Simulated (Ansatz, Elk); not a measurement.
# How far do independent atoms describe CdPb2?, part 2 of 2

Structure refinements treat a crystal as free atoms side by side. For a made-up structure of CdPb2 (cell and positions from a PBE relaxation) the runs below show what the calculated density changes in F(hkl).

Elk 11.2.3 (patched build); all-electron DFT.

So far: Starting point; Ground state and structure factors; The highest occupied states alone.

The structure was built from a prototype and need not be the compound's stable phase.

### 4. Another functional

Level of this step: DFT, LDA (Perdew-Wang), all-electron APW+lo, Dirac cores, scalar-relativistic bands, static density, no spin (Elk).

The difference from free atoms is small, so it is set against the change that LDA (Perdew-Wang) makes.

elk.in

```
tasks
  0
  195

xctype
  3

spinpol
  .false.

rgkmax
  7.0

gmaxvr
  14.0

lmaxo
  7

lmaxapw
  8

swidth
  0.002

tshift
  .false.

ramdisk
  .false.

hmaxvr
  5.5

maxscl
  120

epspot
  1e-06

sppath
  './'

avec
  8.34030575880 0.00000000000 0.00000000000
  -4.17015287940 7.22291666245 -0.00000000000
  0.00000000000 -0.00000000000 10.59149646201

atoms
  2
  'Pb.in'
  2
  0.3333333333 0.6666666667 0.3145967656   0.000000 0.000000 0.000000
  0.6666666667 0.3333333333 0.6854032344   0.000000 0.000000 0.000000
  'Cd.in'
  1
  -0.0000000000 -0.0000000000 0.0000000000   0.000000 0.000000 0.000000

ngridk
  6 6 4
```

On the command line:

```sh
$ OMP_NUM_THREADS=4 elk
```

Numbers of over 12 decimals in the logs are rounded to 6 here.

The program printed:

```text
┌─────────────────────────┐
│ Elk code version 11.2.3 │
└─────────────────────────┘

All units are atomic (Hartree, Bohr, etc.)

┌─────────────────────────────────────────────────┐
│ Ground-state run starting from atomic densities │
└─────────────────────────────────────────────────┘

Lattice vectors :
   8.340305759       0.000000000       0.000000000
  -4.170152879       7.222916662      -0.000000000
   0.000000000      -0.000000000       10.59149646

Reciprocal lattice vectors :
  0.7533519141      0.4349479304       0.000000000
[...]
atom 2                    :    80.33821890     (  0.1186474052E-02)
  species : 2 (Cd)
   atom 1                    :    46.61762988     (  0.2412002377E-03)
 total in muffin-tins        :    207.2940677
 total calculated charge     :    211.9974986
 total charge                :    212.0000000
 error                       :   0.2501361462E-02

┌──────────────────────────────┐
│ Self-consistent loop stopped │
└──────────────────────────────┘

Warning : core states of species 1 leak from the muffin-tin :   0.1186474052E-02

Warning : core states of species 2 leak from the muffin-tin :   0.2412002377E-03

Wrote STATE.OUT
[key lines of the parts left out:]
total energy                :     -47425.762008165
```

Elapsed: 14 s, on 4 threads of Arm Neoverse V1, shared host; peak memory 0.17 GiB; 33 s of CPU time.

Against the first run R = 0.01 %; the largest change is -0.037 at 201.

### 5. Basis size

The basis and the expansions that go with it are enlarged, to see whether the differences are converged.

Changes to elk.in since step 4:

```diff
@@ -5,3 +5,3 @@
 xctype
-  3
+  20
 
@@ -11,12 +11,12 @@
 rgkmax
-  7.0
+  8.5
 
 gmaxvr
-  14.0
+  18.0
 
 lmaxo
-  7
+  9
 
 lmaxapw
-  8
+  10
```

On the command line:

```sh
$ OMP_NUM_THREADS=4 elk
```

The program printed:

```text
┌─────────────────────────┐
│ Elk code version 11.2.3 │
└─────────────────────────┘

All units are atomic (Hartree, Bohr, etc.)

┌─────────────────────────────────────────────────┐
│ Ground-state run starting from atomic densities │
└─────────────────────────────────────────────────┘

Lattice vectors :
   8.340305759       0.000000000       0.000000000
  -4.170152879       7.222916662      -0.000000000
   0.000000000      -0.000000000       10.59149646

Reciprocal lattice vectors :
  0.7533519141      0.4349479304       0.000000000
[...]
atom 2                    :    80.33615116     (  0.1180123569E-02)
  species : 2 (Cd)
   atom 1                    :    46.62381566     (  0.2407304496E-03)
 total in muffin-tins        :    207.2961180
 total calculated charge     :    211.9973493
 total charge                :    212.0000000
 error                       :   0.2650712039E-02

┌──────────────────────────────┐
│ Self-consistent loop stopped │
└──────────────────────────────┘

Warning : core states of species 1 leak from the muffin-tin :   0.1180123569E-02

Warning : core states of species 2 leak from the muffin-tin :   0.2407304496E-03

Wrote STATE.OUT
[key lines of the parts left out:]
total energy                :     -47453.331297643
```

Wall time 54 s (4 threads); peak memory 0.31 GiB; 2 min of CPU time.

Against the first run R = 0.00 %; the largest change is -0.014 at 014.

### 6. A coarser k-mesh

About half the k-points along each axis test the sampling.

Changes to elk.in since step 5:

```diff
@@ -11,12 +11,12 @@
 rgkmax
-  8.5
+  7.0
 
 gmaxvr
-  18.0
+  14.0
 
 lmaxo
-  9
+  7
 
 lmaxapw
-  10
+  8
 
@@ -59,2 +59,2 @@
 ngridk
-  6 6 4
+  3 3 2
```

On the command line:

```sh
$ OMP_NUM_THREADS=4 elk
```

The program printed:

```text
┌─────────────────────────┐
│ Elk code version 11.2.3 │
└─────────────────────────┘

All units are atomic (Hartree, Bohr, etc.)

┌─────────────────────────────────────────────────┐
│ Ground-state run starting from atomic densities │
└─────────────────────────────────────────────────┘

Lattice vectors :
   8.340305759       0.000000000       0.000000000
  -4.170152879       7.222916662      -0.000000000
   0.000000000      -0.000000000       10.59149646

Reciprocal lattice vectors :
  0.7533519141      0.4349479304       0.000000000
[...]
atom 2                    :    80.33437902     (  0.1181573465E-02)
  species : 2 (Cd)
   atom 1                    :    46.60438458     (  0.2406899605E-03)
 total in muffin-tins        :    207.2731426
 total calculated charge     :    211.9975276
 total charge                :    212.0000000
 error                       :   0.2472421646E-02

┌──────────────────────────────┐
│ Self-consistent loop stopped │
└──────────────────────────────┘

Warning : core states of species 1 leak from the muffin-tin :   0.1181573465E-02

Warning : core states of species 2 leak from the muffin-tin :   0.2406899605E-03

Wrote STATE.OUT
[key lines of the parts left out:]
total energy                :     -47453.297879831
```

Wall time 18 s (4 threads); peak memory 0.17 GiB.

Against the first run R = 0.00 %; the largest change is +0.051 at 002.

### 7. Settings against the effect

| run | R against the first run (%) | R against neutral atoms, low angle (%) | wall time |
| --- | --- | --- | --- |
| PBE, rgkmax 7 | 0.00 | 0.13 | 24 s |
| LDA (Perdew-Wang) | 0.01 | 0.15 | 14 s |
| rgkmax 8.5 with larger expansions | 0.00 | 0.13 | 54 s |
| k-mesh 3×3×2 | 0.00 | 0.13 | 18 s |

### 8. Results

```json
{"R against neutral atoms, sin θ/λ < 0.3 Å⁻¹": "0.13 %", "R against neutral atoms, 0.3 to 0.74 Å⁻¹": "0.06 %"}
```

In words: Independent neutral atoms miss the calculated amplitudes by R = 0.13 % below 0.3 Å⁻¹ and 0.06 % from there to 0.74 Å⁻¹; by shells, 0.04 % below 0.15 Å⁻¹ (2 forms), 0.14 % 0.15 to 0.3 (14 forms), 0.04 % 0.3 to 0.45 (24 forms), 0.07 % above 0.45 (109 forms). Bonding, aspherical density and the tables' own atoms all enter these figures, and the runs don't part them. The largest change of an amplitude is -0.29 electrons, at 102. The window's part falls from 19.7 electrons at the origin to at most 0.66 between 0.45 and 0.74 Å⁻¹. Below 0.3 Å⁻¹ the changes that finished (LDA (Perdew-Wang), rgkmax 8.5 with larger expansions and k-mesh 3×3×2) move F by R = 0.02 % at most, against the 0.13 % that separates it from free atoms. Spin-orbit coupling is left out, which can matter for elements this heavy. Part of the difference isn't bonding: the tables are fits to free atoms and ions calculated by other methods than this functional. Thermal motion, anomalous dispersion and extinction are left out.

[Logs are printed without paths, hosts, clocks, repeated set-up lines and the standing remarks that a program may print on its own settings, such as how far it seeks lower states.]

[Hosts, paths, dates, database ids (printed as entryN), source tags and the programs' standing remarks are cut or masked in the printed files.]
